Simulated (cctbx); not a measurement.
# A crystallographic session in cctbx: Cr2RhS4

Library: cctbx 2025.11. The data are simulated by the first script.

## 1. Simulate the data

run.py:

```python
from cctbx import adptbx, crystal, miller, sgtbx, xray
from cctbx.array_family import flex
from iotbx.shelx import hklf
from scitbx import matrix
import scitbx.random

cs = crystal.symmetry(unit_cell=(7.094, 7.124, 10.002, 90, 90, 90), space_group_symbol='Hall: -I 2b 2')  # Imma
atoms = [  # label, site, U (iso, or U11 U22 U33 U12 U13 U23 in A^2), occupancy
    ("Rh1", (0, 0.5, 0), (0.0100, 0.0095, 0.0114, 0.0000, 0.0000, -0.0004), 1),
    ("Cr1", (0.25, 0.25, 0.25), (0.0070, 0.0070, 0.0073, 0.0000, 0.0000, 0.0000), 1),
    ("Cr2", (0, 0.25, 0.63), (0.0066, 0.0106, 0.0113, 0.0000, 0.0000, 0.0000), 1),
    ("S1", (0.2482, 0.75, 0.9842), (0.0137, 0.0129, 0.0144, 0.0000, 0.0002, 0.0000), 1),
    ("S2", (0.5, 0.4785, 0.2473), (0.0113, 0.0112, 0.0151, 0.0000, 0.0000, 0.0002), 1),
]
xs = xray.structure(crystal_symmetry=cs)
for label, site, u, occ in atoms:
    u = adptbx.u_cif_as_u_star(cs.unit_cell(), u) if isinstance(u, tuple) else u
    xs.add_scatterer(xray.scatterer(label, site=site, u=u, occupancy=occ))
xs.set_inelastic_form_factors(0.71073, "sasaki")
xs.show_summary()
p1 = xs.expand_to_p1()
ms = miller.build_set(p1, anomalous_flag=True, d_min=0.77)
flex.set_random_seed(46068)
scitbx.random.set_random_seed(46068)
ms = ms.select(flex.random_double(ms.size()) < 0.5)
i = ms.structure_factors_from_scatterers(p1, algorithm="direct").f_calc().as_intensity_array().data()
i = i * 40000 / flex.max(i)
sig = flex.sqrt(i + flex.pow2(0.03 * i) + 15 ** 2)
noise = scitbx.random.variate(scitbx.random.normal_distribution())(i.size())
data = ms.array(data=i + sig * noise, sigmas=sig).set_observation_type_xray_intensity()
with open("data.hkl", "w") as f:
    data.export_as_shelx_hklf(f)
print("reflections written:", data.size(), " <I/sigma> = %.1f" % flex.mean(data.data() / data.sigmas()))
for h, a, b in list(data.sort("data"))[:12]:
    print("%4d%4d%4d %9.1f %7.1f" % (h + (a, b)))
```

```console
$ python run.py
```

```text
Number of scatterers: 5
At special positions: 5
Unit cell: (7.094, 7.124, 10.002, 90, 90, 90)
Space group: I m m a (No. 74)
reflections written: 2274  <I/sigma> = 7.7
  -2   2  -4   41357.0  1206.9
  -2  -2   4   40574.6  1206.9
   0  -4   0   39961.4  1216.6
   2   2  -4   39617.3  1206.9
  -2  -2   0   29621.2   857.1
  -2   2   0   26827.7   857.1
   4  -4   0   24256.2   732.7
  -4  -4   0   23461.1   732.7
  -6  -2   4   16765.7   503.8
  -6   2  -4   16684.9   503.8
  -6  -2  -4   16501.4   503.8
   6  -2  -4   16164.5   503.8
```

Run time: 0.25 s on 1 thread of Arm Neoverse V2, with other jobs on the host, peak memory 0.07 GiB.

## 2. Symmetry

run.py:

```python
from cctbx import crystal, sgtbx, statistics
from cctbx.array_family import flex
from iotbx.shelx import hklf

p1 = crystal.symmetry(unit_cell=(7.094, 7.124, 10.002, 90, 90, 90), space_group_symbol="P 1")
raw = hklf.reader(file_name="data.hkl").as_miller_arrays(crystal_symmetry=p1, anomalous=True)[0]
print(raw.size(), "reflections to d = %.3f A" % raw.d_min())
isig = raw.data() / raw.sigmas()
print("centring   violations  <I/sigma> of those")
best = "P"
for c in "ABCIRF":
    a = raw.customized_copy(space_group_info=sgtbx.space_group_info("Hall: %s 1" % c)).sys_absent_flags().data()
    m = flex.mean(isig.select(a))
    print("%5s %10d of %5d %8.1f" % (c, (isig.select(a) > 4).count(True), a.count(True), m))
    if (isig.select(a) > 4).count(True) < 0.01 * a.count(True):
        best = c
raw = raw.select(~raw.customized_copy(space_group_info=sgtbx.space_group_info("Hall: %s 1" % best)).sys_absent_flags().data())
isig = raw.data() / raw.sigmas()
rows = []
for s in sgtbx.space_group_symbol_iterator():
    g = sgtbx.space_group(s)
    if g.conventional_centring_type_symbol() != best or not g.is_compatible_unit_cell(p1.unit_cell(), 1e-3, 0.02):
        continue
    rows.append((s, g))
print("Laue class    unique    Rint  (classes that these axes allow; Friedel mates merged)")
rint = {}
for s, g in rows:
    laue = g.build_derived_patterson_group()
    key = laue.type().hall_symbol()
    if key not in rint:
        m = raw.customized_copy(space_group_info=laue.info(), anomalous_flag=False).merge_equivalents()
        rint[key] = m.r_int()
        print("%-14s %6d %7.3f" % (laue.type().lookup_symbol(), m.array().size(), m.r_int()))
floor = min(rint.values())
good = [(s, g) for s, g in rows if rint[g.build_derived_patterson_group().type().hall_symbol()] < 2 * floor + 0.03]
top = max(g.build_derived_patterson_group().order_z() for s, g in good)
print("space group    extra absences  I>4sigma  <I/sigma>")
for s, g in good:
    laue = g.build_derived_patterson_group()
    if laue.order_z() != top:
        continue
    a = raw.customized_copy(space_group_info=g.info()).sys_absent_flags().data()
    a &= ~raw.customized_copy(space_group_info=laue.info()).sys_absent_flags().data()
    bad = (isig.select(a) > 4).count(True)
    if bad <= 0.03 * a.count(True):
        print("%-16s %8d %10d %9s  %s" % (s.universal_hermann_mauguin(), a.count(True), bad, "%.1f" % flex.mean(isig.select(a)) if a.count(True) else "-", "centric" if g.is_centric() else "acentric"))
laue = max(good, key=lambda t: t[1].build_derived_patterson_group().order_z())[1].build_derived_patterson_group()
f = raw.customized_copy(space_group_info=laue.info(), anomalous_flag=False).merge_equivalents().array().eliminate_sys_absent().f_sq_as_f()
f.set_observation_type_xray_amplitude()
bins = max(3, min(8, f.size() // 12))
f.setup_binner(n_bins=bins)
w = statistics.wilson_plot(f, {e: n / laue.order_z() for e, n in {'Rh': 4.0, 'Cr': 8.0, 'S': 16.0}.items()}, e_statistics=True)
print("Wilson B = %.2f A^2   <|E^2-1|> = %.3f (0.968 centric, 0.736 acentric)   E^2>4: %.1f %%" % (w.wilson_b, w.mean_e_sq_minus_1, w.percent_e_sq_gt_2))
print("shell (A)         n   <I/sigma>")
m = raw.customized_copy(space_group_info=laue.info(), anomalous_flag=False).merge_equivalents().array().eliminate_sys_absent()
for b in m.setup_binner(n_bins=bins).range_used():
    sel = m.binner().selection(b)
    print("%5.2f - %4.2f %6d %8.1f" % (min(m.binner().bin_d_range(b)[0] if m.binner().bin_d_range(b)[0] > 0 else 99, 99), m.binner().bin_d_range(b)[1], sel.count(True), flex.mean((m.data() / m.sigmas()).select(sel))))
```

```console
$ python run.py
```

```text
2274 reflections to d = 0.770 A
centring   violations  <I/sigma> of those
    A        453 of  1166      7.7
    B        389 of  1159      5.5
    C        498 of  1135      9.1
    I          0 of  1132     -0.0
    R        578 of  1487      7.5
    F        670 of  1730      7.4
Laue class    unique    Rint  (classes that these axes allow; Friedel mates merged)
I 1 2/m 1         572   0.025
I 1 1 2/m         556   0.025
I 2/m 1 1         561   0.025
I m m m           340   0.027
space group    extra absences  I>4sigma  <I/sigma>
I 2 2 2                 0          0         -  acentric
I 21 21 21              0          0         -  acentric
I m m 2                 0          0         -  acentric
I 2 m m                 0          0         -  acentric
I m 2 m                 0          0         -  acentric
I 2 m b                31          0      -0.0  acentric
I m 2 a                31          0      -0.0  acentric
I m m m                 0          0         -  centric
I m m a                31          0      -0.0  centric
I m m b                31          0      -0.0  centric
Wilson B = 0.57 A^2   <|E^2-1|> = 0.986 (0.968 centric, 0.736 acentric)   E^2>4: 4.1 %
shell (A)         n   <I/sigma>
 5.80 - 1.53     49     30.0
 1.53 - 1.22     41     30.2
 1.22 - 1.07     49     26.4
 1.07 - 0.97     43     27.7
 0.97 - 0.90     39     22.5
 0.90 - 0.85     48     21.1
 0.85 - 0.81     39     24.5
 0.81 - 0.77     32     18.4
```

Time: 0.29 s.

## 3. Patterson map

run.py:

```python
from cctbx import crystal, maptbx
from iotbx.shelx import hklf

cs = crystal.symmetry(unit_cell=(7.094, 7.124, 10.002, 90, 90, 90), space_group_symbol='Hall: -I 2b 2')  # Imma
raw = hklf.reader(file_name="data.hkl").as_miller_arrays(crystal_symmetry=cs, anomalous=True)[0]
merged = raw.eliminate_sys_absent().merge_equivalents()
fo2 = merged.array().set_observation_type_xray_intensity()
f = fo2.average_bijvoet_mates().f_sq_as_f()
pm = f.patterson_map(symmetry_flags=maptbx.use_space_group_symmetry, sharpening=True, resolution_factor=0.25)
peaks = pm.peak_search(parameters=maptbx.peak_search_parameters(min_distance_sym_equiv=0.4, max_clusters=14)).all()
top = peaks.heights()[0]
print("Patterson group", f.patterson_symmetry().space_group_info())
print("      u       v       w   height  length (A)")
for x, h in zip(peaks.sites(), peaks.heights()):
    y = [t - round(t) for t in x]
    print("%7.3f %7.3f %7.3f %8.1f %8.2f" % (x + (1000 * h / top, cs.unit_cell().length(y))))
```

```console
$ python run.py
```

```text
Patterson group I m m m
      u       v       w   height  length (A)
  0.000   0.000   0.000   1000.0     0.00
  0.000   0.500   0.000    628.8     3.56
  0.000   0.500   0.258    471.7     4.40
  0.251   0.244   0.000    393.7     2.49
  0.000   0.000   0.247    385.3     2.47
  0.250   0.250   0.250    379.7     3.55
  0.000   0.248   0.371    315.7     4.11
  0.000   0.500   0.500    284.4     6.14
  0.255   0.000   0.381    173.9     4.22
  0.121   0.120   0.000     87.1     1.21
  0.127   0.379   0.500     75.9     5.75
  0.123   0.379   0.248     71.3     3.77
  0.126   0.124   0.248     71.0     2.78
  0.121   0.376   0.000     70.7     2.81
```

Time: 0.26 s.

## 4. Charge flipping

run.py:

```python
import itertools
from cctbx import crystal, maptbx
from cctbx.array_family import flex
from iotbx.shelx import hklf
from smtbx.ab_initio import charge_flipping as cf

cs = crystal.symmetry(unit_cell=(7.094, 7.124, 10.002, 90, 90, 90), space_group_symbol='Hall: -I 2b 2')  # Imma
raw = hklf.reader(file_name="data.hkl").as_miller_arrays(crystal_symmetry=cs, anomalous=True)[0]
merged = raw.eliminate_sys_absent().merge_equivalents()
fo2 = merged.array().set_observation_type_xray_intensity()
f = fo2.average_bijvoet_mates().f_sq_as_f().resolution_filter(d_min=0.9)
p1 = f.expand_to_p1()
p1.setup_binner_counting_sorted(reflections_per_bin=max(40, p1.size() // 12))
work = p1.array(data=p1.data() / p1.amplitude_quasi_normalisations().data())
flex.set_random_seed(57594)
it = cf.weak_reflection_improved_iterator(delta=None, weak_reflection_fraction=0.2)
it.start(work, phases=flex.random_double(p1.size()) * 6.2832, f_000=0)
it.delta = 1.1 * it.rho_map.sigma()
print("cycle      R  skewness")
for n, st in enumerate(itertools.islice(it, 100)):
    if n % 8 == 0:
        print("%5d %6.3f %8.2f" % (n, st.r1_factor(), st.rho_map.skewness()))
rho = p1.phase_transfer(it.f_calc).fft_map().apply_volume_scaling()
polish = cf.low_density_elimination_iterator(constant_rho_c=rho.sigma())
polish.start(f_obs=p1, phases=it.f_calc, f_000=0)
for _ in range(8):
    next(polish)
print("origin shift          correlation  skewness")
maps = []
for fc, shift, cc in itertools.islice(cf.f_calc_symmetrisations(f, polish.f_calc, 0), 4):
    m = f.phase_transfer(fc).fft_map(symmetry_flags=maptbx.use_space_group_symmetry, resolution_factor=0.25).apply_sigma_scaling()
    maps.append((m.skewness(), cc, m))
    print("%6.3f %6.3f %6.3f %10.3f %9.2f" % (tuple(shift) + (cc, m.skewness())))
skew, cc, m = max((t for t in maps if t[1] > maps[0][1] - 0.04), key=lambda t: t[0])
print("taken: symmetry correlation %.3f, skewness %.2f" % (cc, skew))
peaks = m.peak_search(parameters=maptbx.peak_search_parameters(min_distance_sym_equiv=0.9, max_clusters=10)).all()
sps = cs.special_position_settings(min_distance_sym_equiv=0.5)
print("peak      x       y       z  mult  height/sigma")
for k, (x, h) in enumerate(zip(peaks.sites(), peaks.heights())):
    ss = sps.site_symmetry(x)
    print("Q%-3d %7.4f %7.4f %7.4f %4d %8.1f" % ((k + 1,) + tuple(t % 1 for t in ss.exact_site()) + (ss.multiplicity(), h)))
```

```console
$ python run.py
```

```text
cycle      R  skewness
    0  0.593     0.24
    8  0.475     1.11
   16  0.502     1.44
   24  0.475     1.54
   32  0.493     1.65
   40  0.506     1.91
   48  0.490     2.05
   56  0.494     1.92
   64  0.489     2.08
   72  0.483     2.09
   80  0.476     2.02
   88  0.486     2.17
   96  0.472     2.12
origin shift          correlation  skewness
 0.228  0.209  0.256      0.924      3.39
 0.228  0.458  0.255      0.921      3.04
 0.479  0.209  0.005      0.909      2.03
 0.224  0.208  0.382      0.917      3.57
taken: symmetry correlation 0.917, skewness 3.57
peak      x       y       z  mult  height/sigma
Q1    0.0000  0.0000  0.0000    4     15.0
Q2    0.0000  0.2500  0.3748    4      6.6
Q3    0.2500  0.2500  0.7500    4      6.1
Q4    0.2465  0.2500  0.0169    8      4.9
Q5    0.0000  0.9905  0.2419    8      4.8
Q6    0.0897  0.0179  0.8685   16      2.6
Q7    0.2500  0.2500  0.2500    4      2.1
Q8    0.1223  0.1544  0.8267   16      2.0
Q9    0.1687  0.0758  0.0679   16      1.8
Q10   0.1351  0.0924  0.4473   16      1.7
```

Time: 0.35 s.

## 5. Refinement (model from the peaks)

run.py:

```python
import math
from cctbx import adptbx, crystal, maptbx, sgtbx, xray
from cctbx.array_family import flex
from cctbx.xray import observations
from iotbx.shelx import hklf
from scitbx.lstbx import normal_eqns_solving
from smtbx import absolute_structure, utils
from smtbx.refinement import constraints, least_squares

cs = crystal.symmetry(unit_cell=(7.094, 7.124, 10.002, 90, 90, 90), space_group_symbol='Hall: -I 2b 2')  # Imma
atoms = [  # label, site, U (iso, or U11 U22 U33 U12 U13 U23 in A^2), occupancy
    ("Rh1", (0, 0, 0), 0.0200, 1),
    ("Cr1", (0, 0.25, 0.3748), 0.0200, 1),
    ("Cr2", (0.25, 0.25, 0.75), 0.0200, 1),
    ("S1", (0.2465, 0.25, 0.0169), 0.0200, 1),
    ("S2", (0, 0.9905, 0.2419), 0.0200, 1),
]
xs = xray.structure(crystal_symmetry=cs)
for label, site, u, occ in atoms:
    u = adptbx.u_cif_as_u_star(cs.unit_cell(), u) if isinstance(u, tuple) else u
    xs.add_scatterer(xray.scatterer(label, site=site, u=u, occupancy=occ))
xs.set_inelastic_form_factors(0.71073, "sasaki")
raw = hklf.reader(file_name="data.hkl").as_miller_arrays(crystal_symmetry=cs, anomalous=True)[0]
merged = raw.eliminate_sys_absent().merge_equivalents()
fo2 = merged.array().set_observation_type_xray_intensity()
print("Rint %.3f, %d unique reflections to %.2f A" % (merged.r_int(), fo2.size(), fo2.d_min()))
for sc in xs.scatterers():
    sc.flags.set_grad_site(True)
    sc.flags.set_grad_u_aniso(sc.flags.use_u_aniso())
    sc.flags.set_grad_u_iso(sc.flags.use_u_iso())
obs = fo2.as_xray_observations()
extra = {}
rep = constraints.reparametrisation(xs, [], utils.connectivity_table(xs), **extra)
ls = least_squares.crystallographic_ls(obs, rep, weighting_scheme=least_squares.mainstream_shelx_weighting(a=0, b=0))
print("cycle     R1     wR2    GooF  max shift (A)")
for cycle in range(6):
    ls.build_up()
    r1, wr2, goof = ls.r1_factor(cutoff_factor=2)[0], ls.wR2(), ls.goof()
    old = xs.sites_cart()
    normal_eqns_solving.levenberg_marquardt_iterations(ls, n_max_iterations=3, tau=0.0001, step_threshold=1e-7)
    big = flex.max((xs.sites_cart() - old).norms())
    print("%4d %7.4f %7.4f %7.3f %9.5f" % (cycle + 1, r1, wr2, goof, big))
    ls.build_up(objective_only=True)
    if abs(ls.wR2() - wr2) < 5e-5 and big < 5e-4:
        break
ls.build_up()
print("final R1 %.4f wR2 %.4f GooF %.3f  parameters %d  data/parameter %.1f" % (ls.r1_factor(cutoff_factor=2)[0], ls.wR2(), ls.goof(), ls.n_parameters, fo2.size() / ls.n_parameters))
cov = ls.covariance_matrix_and_annotations()
su = dict(zip(cov.annotations, (math.sqrt(max(v, 0)) for v in cov.matrix.matrix_packed_u_diagonal())))
a2 = cs.unit_cell().reciprocal_parameters()[0] ** -2
print("atom        x        y        z      Ueq    occ   su(xyz)  su(Uiso or U11)")
for sc in xs.scatterers():
    s = max(su.get(sc.label + k, 0) for k in (".x", ".y", ".z"))
    npd = "" if sc.is_positive_definite_u(cs.unit_cell()) else "  NPD"
    print("%-5s %8.5f %8.5f %8.5f %8.4f %6.3f %8.5f %7.4f%s" % ((sc.label,) + sc.site + (sc.u_iso_or_equiv(cs.unit_cell()), sc.occupancy, s, su.get(sc.label + ".uiso", su.get(sc.label + ".u11", 0) * a2), npd)))
fo = fo2.f_sq_as_f()
fc = fo.structure_factors_from_scatterers(xs, algorithm="direct").f_calc()
diff = fo.f_obs_minus_f_calc(1 / math.sqrt(ls.scale_factor()), fc).average_bijvoet_mates()
m = diff.fft_map(symmetry_flags=maptbx.use_space_group_symmetry, resolution_factor=0.25).apply_volume_scaling()
print("difference map: max %.2f min %.2f rms %.2f" % (m.statistics().max(), m.statistics().min(), m.statistics().sigma()))
peaks = m.peak_search(parameters=maptbx.peak_search_parameters(min_distance_sym_equiv=0.6, max_clusters=5)).all()
near = xs.closest_distances(peaks.sites(), distance_cutoff=4)
sps = cs.special_position_settings(min_distance_sym_equiv=0.5)
for k, (x, h) in enumerate(zip(peaks.sites(), peaks.heights())):
    ss = sps.site_symmetry(x)
    print("Q%-3d %7.4f %7.4f %7.4f %4d %7.2f  %.2f A from %s" % ((k + 1,) + tuple(t % 1 for t in ss.exact_site()) + (ss.multiplicity(), h, near.smallest_distances[k], xs.scatterers()[near.i_seqs[k]].label)))
```

```console
$ python run.py
```

```text
Rint 0.027, 324 unique reflections to 0.77 A
cycle     R1     wR2    GooF  max shift (A)
   1  0.3544  0.6964  22.704   0.33434
   2  0.0187  0.0471   1.536   0.00750
   3  0.0171  0.0425   1.387   0.00000
final R1 0.0171 wR2 0.0425 GooF 1.387  parameters 10  data/parameter 32.4
atom        x        y        z      Ueq    occ   su(xyz)  su(Uiso or U11)
Rh1    0.00000  0.00000  0.00000   0.0105  1.000  0.00000  0.0001
Cr1    0.00000  0.25000  0.36995   0.0097  1.000  0.00009  0.0002
Cr2    0.25000  0.25000  0.75000   0.0073  1.000  0.00000  0.0002
S1     0.24826  0.25000 -0.01575   0.0139  1.000  0.00013  0.0002
S2     0.00000  0.97831  0.25257   0.0128  1.000  0.00013  0.0002
difference map: max 0.96 min -1.10 rms 0.15
Q1    0.0000  0.0199  0.9556    8    1.02  0.47 A from Rh1
Q2    0.0000  0.2500  0.3185    4    0.90  0.51 A from Cr1
Q3    0.0000  0.0319  0.7068    8    0.78  0.41 A from S2
Q4    0.0000  0.0114  0.7931    8    0.70  0.46 A from S2
Q5    0.0000  0.1348  0.8917    8    0.69  1.45 A from Rh1
```

Time: 0.46 s.

## 6. Refinement (anisotropic displacement)

run.py, as its changes from the last script of this kind:

```diff
@@ -12,5 +12,5 @@
-    ("Rh1", (0, 0, 0), 0.0200, 1),
-    ("Cr1", (0, 0.25, 0.3748), 0.0200, 1),
-    ("Cr2", (0.25, 0.25, 0.75), 0.0200, 1),
-    ("S1", (0.2465, 0.25, 0.0169), 0.0200, 1),
-    ("S2", (0, 0.9905, 0.2419), 0.0200, 1),
+    ("Rh1", (0, 0, 0), 0.0105, 1),
+    ("Cr1", (0, 0.25, 0.36995), 0.0097, 1),
+    ("Cr2", (0.25, 0.25, 0.75), 0.0073, 1),
+    ("S1", (0.24826, 0.25, -0.01575), 0.0139, 1),
+    ("S2", (0, 0.97831, 0.25257), 0.0128, 1),
@@ -22,0 +23 @@
+xs.convert_to_anisotropic()
@@ -36 +37 @@
-for cycle in range(6):
+for cycle in range(8):
@@ -40 +41 @@
-    normal_eqns_solving.levenberg_marquardt_iterations(ls, n_max_iterations=3, tau=0.0001, step_threshold=1e-7)
+    normal_eqns_solving.levenberg_marquardt_iterations(ls, n_max_iterations=3, tau=1e-06, step_threshold=1e-7)
@@ -61 +62 @@
-peaks = m.peak_search(parameters=maptbx.peak_search_parameters(min_distance_sym_equiv=0.6, max_clusters=5)).all()
+peaks = m.peak_search(parameters=maptbx.peak_search_parameters(min_distance_sym_equiv=0.6, max_clusters=6)).all()
```

```console
$ python run.py
```

```text
Rint 0.027, 324 unique reflections to 0.77 A
cycle     R1     wR2    GooF  max shift (A)
   1  0.0171  0.0426   1.419   0.00081
   2  0.0109  0.0270   0.900   0.00000
final R1 0.0109 wR2 0.0270 GooF 0.900  parameters 24  data/parameter 13.5
atom        x        y        z      Ueq    occ   su(xyz)  su(Uiso or U11)
Rh1    0.00000  0.00000  0.00000   0.0104  1.000  0.00000  0.0001
Cr1    0.00000  0.25000  0.37000   0.0098  1.000  0.00006  0.0002
Cr2    0.25000  0.25000  0.75000   0.0072  1.000  0.00000  0.0002
S1     0.24819  0.25000 -0.01579   0.0137  1.000  0.00009  0.0003
S2     0.00000  0.97839  0.25262   0.0127  1.000  0.00009  0.0003
difference map: max 0.58 min -0.45 rms 0.12
Q1    0.0000  0.1436  0.8899    8    0.59  1.50 A from Rh1
Q2    0.1238  0.2500  0.3974    8    0.45  0.92 A from Cr1
Q3    0.2500  0.1679  0.7500    8    0.43  0.58 A from Cr2
Q4    0.0000  0.2500  0.3178    4    0.40  0.52 A from Cr1
Q5    0.1482  0.2500  0.6460    8    0.37  1.27 A from Cr2
Q6    0.0000  0.2500  0.4735    4    0.37  1.04 A from Cr1
```

Run time: 0.39 s on 1 thread of Arm Neoverse V2 (shared host), peak memory 0.09 GiB.

[Logs are printed without paths, hosts, clocks, repeated set-up lines and the standing remarks that a program may print on its own settings, such as how far it seeks lower states.]
